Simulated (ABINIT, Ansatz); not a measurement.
# Sr2MgMoO6 (Fm-3m): changed settings of a GW run in ABINIT

What do changed inputs do to GW on Sr2MgMoO6 (Fm-3m)?

Method: LDA and many-body steps on it, plane waves, in ABINIT 10.8.3.

### Step 1. Set-up

The structure is cubic, space group Fm-3m (No. 225). Conventional cell: a = 8.003 Å, b = 8.003 Å, c = 8.003 Å, α = 90.00°, β = 90.00°, γ = 90.00°. Sr has 12 O at 2.83 Å nearest. Mg has 6 O at 2.06 Å nearest. Nearest to Mo lie 6 O at 1.94 Å. Nearest to O lie 1 Mo at 1.94 Å and 1 Mg at 2.06 Å and 4 Sr at 2.83 Å. Farther neighbours and most contacts between anions are not listed.

As a file:

```cif
data_structure
_symmetry_space_group_name_H-M 'P 1'
_symmetry_Int_Tables_number 1
_cell_length_a 5.6590
_cell_length_b 5.6590
_cell_length_c 5.6590
_cell_angle_alpha 60.000
_cell_angle_beta 60.000
_cell_angle_gamma 60.000
_cell_volume 128.14
loop_
_atom_site_label
_atom_site_type_symbol
_atom_site_fract_x
_atom_site_fract_y
_atom_site_fract_z
_atom_site_occupancy
Sr1 Sr 0.25000 0.25000 0.25000 1
Sr2 Sr 0.75000 0.75000 0.75000 1
Mg3 Mg 0.50000 0.50000 0.50000 1
Mo4 Mo 0.00000 0.00000 0.00000 1
O5 O 0.75726 0.24274 0.24274 1
O6 O 0.24274 0.75726 0.75726 1
O7 O 0.24274 0.75726 0.24274 1
O8 O 0.75726 0.24274 0.75726 1
O9 O 0.24274 0.24274 0.75726 1
O10 O 0.75726 0.75726 0.24274 1
```

The cell and positions are those that the Materials Project relaxed with its own functionals (PBE, PBE+U or r2SCAN), kept fixed.

### Step 2. Screening, 2×2×2 mesh, 124 bands, screening to 114.3 eV

This step: ABINIT 10.8.3; RPA screening on LDA, plane waves, norm-conserving pseudopotentials.

The RPA dielectric matrix is built and inverted for each q.

run.abi

```
acell 3*1.0 Angstrom
rprim 
  0.000000000000 4.001502000000 4.001502000000
  4.001502000000 0.000000000000 4.001502000000
  4.001502000000 4.001502000000 -0.000000000000
ntypat 4
znucl 38 12 42 8
natom 10
typat 1 1 2 3 4 4 4 4 4 4
xred 
  0.250000000000 0.250000000000 0.250000000000
  0.750000000000 0.750000000000 0.750000000000
  0.500000000000 0.500000000000 0.500000000000
  -0.000000000000 0.000000000000 0.000000000000
  0.757256000000 0.242744000000 0.242744000000
  0.242744000000 0.757256000000 0.757256000000
  0.242744000000 0.757256000000 0.242744000000
  0.757256000000 0.242744000000 0.757256000000
  0.242744000000 0.242744000000 0.757256000000
  0.757256000000 0.757256000000 0.242744000000
pp_dirpath "pseudos"
pseudos "Sr.upf, Mg.upf, Mo.upf, O.upf"
ecut 38
ngkpt 2 2 2
nshiftk 1
shiftk 0 0 0
kptopt 1
chksymbreak 0
istwfk *1
occopt 1
irdwfk 1
optdriver 3
nband 124
ecuteps 4.2
inclvkb 2
awtr 1
symchi 1
indata_prefix "in"
outdata_prefix "out"
tmpdata_prefix "tmp"
```

Started as:

```sh
$ OMP_NUM_THREADS=1 mpirun -n 4 abinit run.abi > log
```

Log:

```text
.Version 10.8.3 of ABINIT. v10.8.2 released Aug 2026.

 Symmetries : space group Fm -3 m (#225); Bravais cF (face-center cubic)
[... echo of the input left out ...]
== DATASET  1 ==================================================================
-   mpi_nproc: 4, omp_nthreads: 1 (-1 if OMP is not activated)

--- !DatasetInfo
iteration_state: {dtset: 1, }
dimensions: {natom: 10, nkpt: 3, mband: 124, nsppol: 1, nspinor: 1, nspden: 1, mpw: 9721, }
cutoff_energies: {ecut:  38.0, pawecutdg:  -1.0, }
electrons: {nelect:   8.00000000E+01, charge:   0.00000000E+00, occopt:   1.00000000E+00, tsmear:   1.00000000E-02, }

 SCREENING: Calculation of the susceptibility and dielectric matrices

 Based on a program developped by R.W. Godby, V. Olevano, G. Onida, and L. Reining.
 Incorporated in ABINIT by V. Olevano, G.-M. Rignanese, and M. Torrent.
.Using double precision arithmetic ; gwpc =  8

[... cell and pseudopotentials left out ...]
--------------------------------------------------------------------------------

 ==== K-mesh for the wavefunctions ====
 Number of points in the irreducible wedge :     3
[... list of points left out ...]
 Together with 48 symmetry operations and time-reversal symmetry
 yields     8 points in the full Brillouin Zone.

 ==== Q-mesh for the screening function ====
 Number of points in the irreducible wedge :     3
[... list of points left out ...]
 Together with 48 symmetry operations and time-reversal symmetry
 yields     8 points in the full Brillouin Zone.

 setmesh: FFT mesh size selected  =    40x   40x   40
          total number of points  =        64000

 vcoul_init : cutoff-mode = AUXILIARY_FUNCTION
 q-points for optical limit:   1
     1)      0.000010    0.000020    0.000030

- screening: taking advantage of time-reversal symmetry
- Maximum band index for partially occupied states nbvw = 40
- Remaining bands to be divided among processors   nbcw = 84
- Number of bands treated by each node ~21

 Number of electrons calculated from density =   80.0000; Expected =   80.0000
 average of density, n =  0.092511
 r_s =    1.3716
 omega_plasma =   29.3395 [eV]

 calculating chi0 at frequencies [eV] :
  1    0.000000E+00    0.000000E+00
  2    0.000000E+00    2.933950E+01

--------------------------------------------------------------------------------
  q-point number  1        q = ( 0.000000, 0.000000, 0.000000) [r.l.u.]
--------------------------------------------------------------------------------
[... chi0 elements left out ...]
 For q-point:  0.000010 0.000020 0.000030
  dielectric constant =   6.0336
  dielectric constant without local fields =   7.7269

  Average fulfillment of the sum rule on Im[epsilon] for q-point    1 :     44.15  [%]
[... wings left out ...]
  q-point number  2        q = ( 0.500000, 0.000000, 0.000000) [r.l.u.]
--------------------------------------------------------------------------------
[... chi0 elements left out ...]
  Average fulfillment of the sum rule on Im[epsilon] for q-point    2 :     51.11  [%]

 [... 1 further q-points ...]
```

The job ended after 77 s (4 MPI ranks of Arm Neoverse N1, shared host; peak memory 1.6 GiB; 5.1 min of CPU time).

This step gave:

* ε∞ with local fields, on this mesh, along the program's q direction: 6.034
* the same without local fields: 7.727
* plasma frequency: 29.34 eV
* plane waves in the screening matrix: 339

Local fields lower ε∞ by 22 %. On a Γ-centred mesh this coarse the value itself is usually too large, while a short band sum pulls it down.

### Step 3. Base

The self-energy is evaluated for the states that the input lists, and the levels follow from it, in one-shot runs by the linearised quasiparticle equation.

This step: G0W0 on LDA, plane waves, norm-conserving pseudopotentials.

Edit run.abi of step 2 so:

```diff
@@ -31,8 +31,17 @@
 irdwfk 1
-optdriver 3
+optdriver 4
 nband 124
+gwcalctyp 0
+ecutsigx 38
+symsigma 1
+nkptgw 2
+kptgw 
+  0.0000000000 0.0000000000 0.0000000000
+  0.5000000000 0.5000000000 0.0000000000
+bdgw 
+  38 43
+  38 43
 ecuteps 4.2
-inclvkb 2
-awtr 1
-symchi 1
+irdscr 1
+ppmodel 1
 indata_prefix "in"
```

Log:

```text
.Version 10.8.3 of ABINIT. v10.8.2 released Aug 2026.

 Symmetries : space group Fm -3 m (#225); Bravais cF (face-center cubic)
[... echo of the input left out ...]
== DATASET  1 ==================================================================
-   mpi_nproc: 4, omp_nthreads: 1 (-1 if OMP is not activated)

--- !DatasetInfo
iteration_state: {dtset: 1, }
dimensions: {natom: 10, nkpt: 3, mband: 124, nsppol: 1, nspinor: 1, nspden: 1, mpw: 9721, }
cutoff_energies: {ecut:  38.0, pawecutdg:  -1.0, }
electrons: {nelect:   8.00000000E+01, charge:   0.00000000E+00, occopt:   1.00000000E+00, tsmear:   1.00000000E-02, }

 SIGMA: Calculation of the GW corrections

 Based on a program developped by R.W. Godby, V. Olevano, G. Onida, and L. Reining.
 Incorporated in ABINIT by V. Olevano, G.-M. Rignanese, and M. Torrent.
.Using double precision arithmetic ; gwpc =  8

[... cell and pseudopotentials left out ...]
--------------------------------------------------------------------------------

 ==== K-mesh for the wavefunctions ====
 Number of points in the irreducible wedge :     3
[... list of points left out ...]
 Together with 48 symmetry operations and time-reversal symmetry
 yields     8 points in the full Brillouin Zone.

 ==== Q-mesh for screening function ====
 Number of points in the irreducible wedge :     3
[... list of points left out ...]
 Together with 48 symmetry operations and time-reversal symmetry
 yields     8 points in the full Brillouin Zone.

 vcoul_init : cutoff-mode = AUXILIARY_FUNCTION
 q-points for optical limit:   1
     1)      0.000010    0.000020    0.000030
 setmesh: FFT mesh size selected  =    60x   60x   60
          total number of points  =       216000

 Number of electrons calculated from density =   80.0000; Expected =   80.0000
 average of density, n =  0.092511
 r_s =    1.3716
 omega_plasma =   29.3395 [eV]

 === KS Band Gaps ===
  >>>> For spin  1
   Minimum direct gap =   1.9664 [eV], located at k-point      :   0.5000  0.5000  0.0000
   Fundamental gap    =   1.8877 [eV], Top of valence bands at :   0.0000  0.0000  0.0000
                                       Bottom of conduction at :   0.5000  0.5000  0.0000
 SIGMA fundamental parameters:
 PLASMON POLE MODEL  1
 number of plane-waves for SigmaX                 9721
 number of plane-waves for SigmaC and W            339
 number of plane-waves for wavefunctions          9721
 number of bands                                   124
 number of independent spin polarizations            1
 number of spinorial components                      1
 number of k-points in IBZ                           3
 number of q-points in IBZ                           3
 number of symmetry operations                      48
 number of k-points in BZ                            8
 number of q-points in BZ                            8
 number of frequencies for dSigma/dE                 9
 frequency step for dSigma/dE [eV]                0.25
 number of omega for Sigma on real axis              0
 max omega for Sigma on real axis  [eV]           0.00
 zcut for avoiding poles [eV]                     0.10

 EPSILON^-1 parameters (SCR file):
 dimension of the eps^-1 matrix on file            339
 dimension of the eps^-1 matrix used               339
 number of plane-waves for wavefunctions          9721
 number of bands                                   124
 number of q-points in IBZ                           3
 number of frequencies                               2
 number of real frequencies                          1
 number of imag frequencies                          1

 matrix elements of self-energy operator (all in [eV])

 Perturbative Calculation

--- !SelfEnergy_ee
iteration_state: {dtset: 1, }
kpoint     : [   0.000,    0.000,    0.000, ]
spin       : 1
KS_gap     :    2.061
QP_gap     :    3.812
Delta_QP_KS:    1.752
data: !SigmaeeData |
     Band     E0 <VxcDFT>   SigX SigC(E0)      Z dSigC/dE  Sig(E)    E-E0       E
       38   5.832 -19.807 -24.455   5.008   0.774  -0.292 -19.528   0.279   6.111
       39   5.832 -19.807 -24.455   5.008   0.774  -0.292 -19.528   0.279   6.111
       40   5.832 -19.807 -24.455   5.008   0.774  -0.292 -19.528   0.279   6.111
       41   7.893 -18.025 -12.669  -2.844   0.808  -0.237 -15.994   2.030   9.923
       42   7.893 -18.025 -12.669  -2.844   0.808  -0.237 -15.994   2.030   9.923
       43   7.893 -18.025 -12.669  -2.844   0.808  -0.237 -15.994   2.030   9.923

--- !SelfEnergy_ee
iteration_state: {dtset: 1, }
kpoint     : [   0.500,    0.500,    0.000, ]
spin       : 1
KS_gap     :    1.966
QP_gap     :    3.749
Delta_QP_KS:    1.783
data: !SigmaeeData |
     Band     E0 <VxcDFT>   SigX SigC(E0)      Z dSigC/dE  Sig(E)    E-E0       E
[...]
41   7.720 -17.698 -12.015  -3.160   0.815  -0.227 -15.641   2.057   9.777
       42   8.834 -19.782 -14.394  -2.663   0.774  -0.291 -17.672   2.110  10.944
       43   8.834 -19.782 -14.394  -2.663   0.774  -0.291 -17.672   2.110  10.944

== END DATASET(S) ==============================================================
================================================================================

 -outvars: echo values of variables after computation  --------
           etotal      0.0000000000E+00
            nband         124
             nkpt           3
          spgroup         225
 [... the other variables as echoed above ...]

 Calculation completed.
```

Run time: 24 s. Hardware: 4 MPI ranks; peak memory 1.4 GiB; 96 s of CPU time.

This step gave:

| Item | Value |
| --- | --- |
| G0W0 gap on the points computed | 3.666 eV |
| starting gap on the mesh | 1.888 eV |
| k of the valence top | 0, 0, 0 |
| k of the conduction bottom | 0.5, 0.5, 0 |
| Z at the valence top | 0.774 |
| Z at the conduction bottom | 0.815 |
| least direct G0W0 gap on the computed points | 3.750 eV |

The gap on the mesh goes from 1.89 eV to 3.67 eV, a correction of +1.78 eV.

(Continued in part 2 of 2.)

[Paths, hosts, dates, memory and timing lines, banners, echoed tables and standing remarks are left out of the program output.]

[Logs are printed without paths, hosts, clocks, repeated set-up lines and the standing remarks that a program may print on its own settings, such as how far it seeks lower states.]

[Runs of the session that timed out or met a known fault of the program may be left out.]

[Hosts, paths, dates, database ids (printed as entryN), source tags and the programs' standing remarks are cut or masked in the printed files.]

[G0W0 gaps are taken among the corrected bands and points alone; a level outside them can change the order at an edge.]

[Where Ansatz stands beside ABINIT at settings called matched, ABINIT's density can come from a denser mesh and the files from another edition; pairs whose starting gaps differed by over 0.03 eV were left out, so agreement reads better than it is.]
